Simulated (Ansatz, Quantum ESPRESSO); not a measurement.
# Ballistic transmission: Al chain with one bond drawn out by 1.5 Å, part 3 of 4

How well does the junction conduct in the ballistic limit? It is: Al chain with one bond drawn out by 1.5 Å.

Quantum ESPRESSO 7.5; plane-wave DFT, PBEsol, GBRV ultrasoft pseudopotentials; cross-check by Ansatz 0.2.0 with PAW datasets.

So far. Step 2 (Ground state): The run needed 53 iterations to bring the estimated error under 1e-07 Ry; the largest force on any atom, held or free, is 1.64 eV/Å. Step 3 (Transmission with pwcond.x): At no point does T exceed the number of channels.

## 4. Transmission with pwcond.x, with nz1 = 11

Level of this step: transmission by pwcond, lead and junction from one cell; plane-wave DFT, PBEsol, GBRV ultrasoft pseudopotentials (Quantum ESPRESSO).

How much does a setting matter? One run is repeated with a change.

Contents of cond.w.in:

```
&inputcond
  outdir = './out'
  prefixt = 'scf'
  tran_file = 'cond.w.dat'
  bdl = 0.6400000000
  bds = 4.0400000000
  ikind = 1
  ewind = 4.0
  epsproj = 1e-05
  nz1 = 11
  energy0 = 2.0
  denergy = -0.1
/
1
  0.00000000 0.00000000 1.00000000
41
```

Started as:

```sh
$ OMP_NUM_THREADS=1 mpirun -n 2 pwcond.x -in cond.w.in > cond.w.out
```

The program printed:

```text
[banner, memory and clock lines left out]
Program PWCOND v.7.5 starts
[citation notice left out]

[...]
./out/scf.save/

[...]
negative rho (up, down):  2.262E-05 0.000E+00
     Reading collected, re-writing distributed wavefunctions

===== INPUT FILE containing all the regions =====

     GEOMETRY:

     lattice parameter (alat)  =      14.1729  a.u.
     the volume                =   11501.6926 (a.u.)^3
     the cross section         =     200.8724 (a.u.)^2
     l of the unit cell        =       4.0400 (alat)
     number of atoms/cell      =           12
     number of atomic types    =            1

     crystal axes: (cart. coord. in units of alat)
               a(1) = (  1.0000  0.0000  0.0000 )
               a(2) = (  0.0000  1.0000  0.0000 )
               a(3) = (  0.0000  0.0000  4.0400 )

   Cartesian axes

     site n.     atom                  positions (alat units)
          1        Al     tau(  1)=(  0.5000  0.5000  4.0400  )
          2        Al     tau(  2)=(  0.5000  0.5000  0.3200  )
          3        Al     tau(  3)=(  0.5000  0.5000  0.6400  )
          4        Al     tau(  4)=(  0.5000  0.5000  0.9600  )
          5        Al     tau(  5)=(  0.5000  0.5000  1.2800  )
          6        Al     tau(  6)=(  0.5000  0.5000  1.6000  )
          7        Al     tau(  7)=(  0.5000  0.5000  2.1200  )
          8        Al     tau(  8)=(  0.5000  0.5000  2.4400  )
          9        Al     tau(  9)=(  0.5000  0.5000  2.7600  )
         10        Al     tau( 10)=(  0.5000  0.5000  3.0800  )
         11        Al     tau( 11)=(  0.5000  0.5000  3.4000  )
         12        Al     tau( 12)=(  0.5000  0.5000  3.7200  )

     nr1s                      =           54
     nr2s                      =           54
     nr3s                      =          216
     nr1sx                     =           54
     nr2sx                     =           54
     nr3sx                     =          216
     nr1                       =           60
     nr2                       =           60
     nr3                       =          240
     nr1x                      =           60
     nr2x                      =           60
     nr3x                      =          240

 _______________________________
  Radii of nonlocal spheres:

     type       ibeta     ang. mom.          radius (alat units)
       Al         1         0                    0.1354
       Al         2         1                    0.1354
       Al         3         2                    0.1354
----- General information -----

--- T calc. with identical leads (ikind=1) ---

     nrx                       =           54
     nry                       =           54
     nz1                       =           11

     energy0               =         2.0E+00
     denergy               =        -1.0E-01
     nenergy               =         41
     ecut2d                =         3.4E+01
     ewind                 =         4.0E+00
     epsproj               =         1.0E-05

     number of k_|| points=    1
                       cryst. coord.
        k(    1) = (   0.0000000   0.0000000), wk =   1.0000000
----- Information about left/right lead -----

     nocros                   =            9
     noins                    =            9
     norb                     =           27
     norbf                    =           99
     nrz                      =           34

      iorb      type   ibeta   ang. mom.   m       position (alat)
        1        1       1        0        1   taunew(   1)=(  0.5000  0.5000  0.0000)
        2        1       2        1        1   taunew(   2)=(  0.5000  0.5000  0.0000)
[...]
27        1       3        2        5   taunew(  27)=(  0.5000  0.5000  0.6400)
    k slab    z(k)  z(k+1)     crossing(iorb=1,norb)
    1   0.0000 0.0188 0.0188   111111111000000000000000000
    2   0.0188 0.0376 0.0188   111111111000000000000000000
[...]
34   0.6212 0.6400 0.0188   000000000000000000111111111
----- Information about scattering region -----

     noins                    =           81
     norb                     =           99
     norbf                    =           99
     nrz                      =          182

      iorb      type   ibeta   ang. mom.   m       position (alat)
        1        1       1        0        1   taunew(   1)=(  0.5000  0.5000 -0.0000)
        2        1       2        1        1   taunew(   2)=(  0.5000  0.5000 -0.0000)
[...]
99        1       3        2        5   taunew(  99)=(  0.5000  0.5000  3.4000)
 ngper, shell number =          545          70
 ngper, n2d =          545         142
---  E-Ef =    2.0000000  k =    0.0000000   0.0000000
---  ie =          1  ik =          1
 Nchannels of the left tip =            3
 Right moving states:
   k1(2pi/a)   k2(2pi/a)   E-Ef (eV)
   0.1530873  -0.0000034   2.0000000
  -0.3758618  -0.0000001   2.0000000
  -0.3758618  -0.0000001   2.0000000
 Left moving states:
   k1(2pi/a)   k2(2pi/a)   E-Ef (eV)
  -0.1530873  -0.0000034   2.0000000
   0.3758618  -0.0000001   2.0000000
   0.3758618  -0.0000001   2.0000000

 to transmit
 Band j to band i transmissions and reflections:
    j         i     |T_ij|^2    |R_ij|^2

    1 -->     1     0.27478     0.72522
    1 -->     2     0.00000     0.00000
    1 -->     3     0.00000     0.00000
   Total T_j, R_j =    0.27478  0.72522

    2 -->     1     0.00000     0.00000
    2 -->     2     0.21298     0.00325
    2 -->     3     0.00000     0.78377
   Total T_j, R_j =    0.21298  0.78702

    3 -->     1     0.00000     0.00000
    3 -->     2     0.00000     0.78377
    3 -->     3     0.21298     0.00325
   Total T_j, R_j =    0.21298  0.78702

E-Ef(ev), T(x2 spins) =    2.0000000   1.4014811
---  E-Ef =    1.9000000  k =    0.0000000   0.0000000
---  ie =          2  ik =          1
 Nchannels of the left tip =            3
 Right moving states:
   k1(2pi/a)   k2(2pi/a)   E-Ef (eV)
   0.1439882  -0.0000034   1.9000000
  -0.3891716  -0.0000001   1.9000000
  -0.3891716  -0.0000001   1.9000000
 Left moving states:
   k1(2pi/a)   k2(2pi/a)   E-Ef (eV)
  -0.1439882  -0.0000034   1.9000000
   0.3891716  -0.0000001   1.9000000
   0.3891716  -0.0000001   1.9000000

 to transmit
 Band j to band i transmissions and reflections:
    j         i     |T_ij|^2    |R_ij|^2

    1 -->     1     0.25358     0.74642
    1 -->     2     0.00000     0.00000
    1 -->     3     0.00000     0.00000
   Total T_j, R_j =    0.25358  0.74642

    2 -->     1     0.00000     0.00000
    2 -->     2     0.20214     0.00354
    2 -->     3     0.00000     0.79432
   Total T_j, R_j =    0.20214  0.79786

    3 -->     1     0.00000     0.00000
    3 -->     2     0.00000     0.79432
    3 -->     3     0.20214     0.00354
   Total T_j, R_j =    0.20214  0.79786

E-Ef(ev), T(x2 spins) =    1.9000000   1.3157228
---  E-Ef =    1.8000000  k =    0.0000000   0.0000000
---  ie =          3  ik =          1
 Nchannels of the left tip =            3
 Right moving states:
   k1(2pi/a)   k2(2pi/a)   E-Ef (eV)
   0.1346984  -0.0000034   1.8000000
  -0.4027733  -0.0000001   1.8000000
  -0.4027733  -0.0000001   1.8000000
 Left moving states:
   k1(2pi/a)   k2(2pi/a)   E-Ef (eV)
  -0.1346984  -0.0000034   1.8000000
   0.4027733  -0.0000001   1.8000000
   0.4027733  -0.0000001   1.8000000

 to transmit
 Band j to band i transmissions and reflections:
    j         i     |T_ij|^2    |R_ij|^2

    1 -->     1     0.23242     0.76758
    1 -->     2     0.00000     0.00000
    1 -->     3     0.00000     0.00000
   Total T_j, R_j =    0.23242  0.76758

    2 -->     1     0.00000     0.00000
    2 -->     2     0.19094     0.00377
    2 -->     3     0.00000     0.80529
   Total T_j, R_j =    0.19094  0.80906

    3 -->     1     0.00000     0.00000
    3 -->     2     0.00000     0.80529
    3 -->     3     0.19094     0.00377
   Total T_j, R_j =    0.19094  0.80906

E-Ef(ev), T(x2 spins) =    1.8000000   1.2285937
[... further energies and points left out ...]
---  E-Ef =   -1.8000000  k =    0.0000000   0.0000000
---  ie =         39  ik =          1
 Nchannels of the left tip =            1
 Right moving states:
   k1(2pi/a)   k2(2pi/a)   E-Ef (eV)
  -0.1099133  -0.0000037  -1.8000000
 Left moving states:
   k1(2pi/a)   k2(2pi/a)   E-Ef (eV)
   0.1099133  -0.0000037  -1.8000000

 to transmit
 Band j to band i transmissions and reflections:
    j         i     |T_ij|^2    |R_ij|^2

    1 -->     1     0.19573     0.80427
   Total T_j, R_j =    0.19573  0.80427

E-Ef(ev), T(x2 spins) =   -1.8000000   0.3914642
---  E-Ef =   -1.9000000  k =    0.0000000   0.0000000
---  ie =         40  ik =          1
 Nchannels of the left tip =            1
 Right moving states:
   k1(2pi/a)   k2(2pi/a)   E-Ef (eV)
  -0.1222905  -0.0000037  -1.9000000
 Left moving states:
   k1(2pi/a)   k2(2pi/a)   E-Ef (eV)
   0.1222905  -0.0000037  -1.9000000

 to transmit
 Band j to band i transmissions and reflections:
    j         i     |T_ij|^2    |R_ij|^2

    1 -->     1     0.19307     0.80693
   Total T_j, R_j =    0.19307  0.80693

E-Ef(ev), T(x2 spins) =   -1.9000000   0.3861371
---  E-Ef =   -2.0000000  k =    0.0000000   0.0000000
---  ie =         41  ik =          1
 Nchannels of the left tip =            1
 Right moving states:
   k1(2pi/a)   k2(2pi/a)   E-Ef (eV)
  -0.1343462  -0.0000037  -2.0000000
 Left moving states:
   k1(2pi/a)   k2(2pi/a)   E-Ef (eV)
   0.1343462  -0.0000037  -2.0000000

 to transmit
 Band j to band i transmissions and reflections:
    j         i     |T_ij|^2    |R_ij|^2

    1 -->     1     0.18807     0.81193
   Total T_j, R_j =    0.18807  0.81193

E-Ef(ev), T(x2 spins) =   -2.0000000   0.3761336
   T_tot     2.00000      0.14015E+01
   T_tot     1.90000      0.13157E+01
   T_tot     1.80000      0.12286E+01
   T_tot     1.70000      0.11407E+01
   T_tot     1.60000      0.10531E+01
   T_tot     1.50000      0.96670E+00
   T_tot     1.40000      0.88209E+00
   T_tot     1.30000      0.79919E+00
   T_tot     1.20000      0.71680E+00
   T_tot     1.10000      0.63182E+00
   T_tot     1.00000      0.54398E+00
   T_tot     0.90000      0.44653E+00
   T_tot     0.80000      0.41471E+00
   T_tot     0.70000      0.38591E+00
   T_tot     0.60000      0.36161E+00
   T_tot     0.50000      0.34791E+00
   T_tot     0.40000      0.35246E+00
   T_tot     0.30000      0.38544E+00
   T_tot     0.20000      0.46038E+00
   T_tot     0.10000      0.58005E+00
   T_tot    -0.00000      0.66355E+00
   T_tot    -0.10000      0.50617E+00
   T_tot    -0.20000      0.18473E+00
   T_tot    -0.30000      0.24830E-01
   T_tot    -0.40000      0.00000E+00
   T_tot    -0.50000      0.00000E+00
   T_tot    -0.60000      0.00000E+00
   T_tot    -0.70000      0.00000E+00
   T_tot    -0.80000      0.00000E+00
   T_tot    -0.90000      0.00000E+00
   T_tot    -1.00000      0.00000E+00
   T_tot    -1.10000      0.00000E+00
   T_tot    -1.20000      0.00000E+00
   T_tot    -1.30000      0.11931E+00
   T_tot    -1.40000      0.26801E+00
   T_tot    -1.50000      0.34013E+00
   T_tot    -1.60000      0.37499E+00
   T_tot    -1.70000      0.38931E+00
   T_tot    -1.80000      0.39146E+00
   T_tot    -1.90000      0.38614E+00
   T_tot    -2.00000      0.37613E+00

[...]
```

Elapsed: 3.3 min, on 2 MPI ranks of Arm Neoverse V2, shared host; peak memory 0.31 GiB; 6.7 min of CPU time.

Beside the run it was changed from:

```tsv
quantity	this run	unchanged run	difference
transmission at the Fermi level, one spin	0.3318	0.3318	1.5e-5
lead channels at the Fermi level, one spin	2	2	0
wall time (s)	201	192
```

Over all energies T moves by up to 1.2e-4, at -1.3 eV.

The physical values in this table stay within 0.05 %.

(Continued in part 4 of 4.)

[Logs are printed without paths, hosts, clocks, repeated set-up lines and the standing remarks that a program may print on its own settings, such as how far it seeks lower states.]

[Hosts, paths, dates, database ids (printed as entryN), source tags and the programs' standing remarks are cut or masked in the printed files.]

[Maps of the electrostatic potential energy from Ansatz leave out the sawtooth potential of an applied field or a dipole correction, so their vacuum need not be flat; planar profiles and work functions include it.]
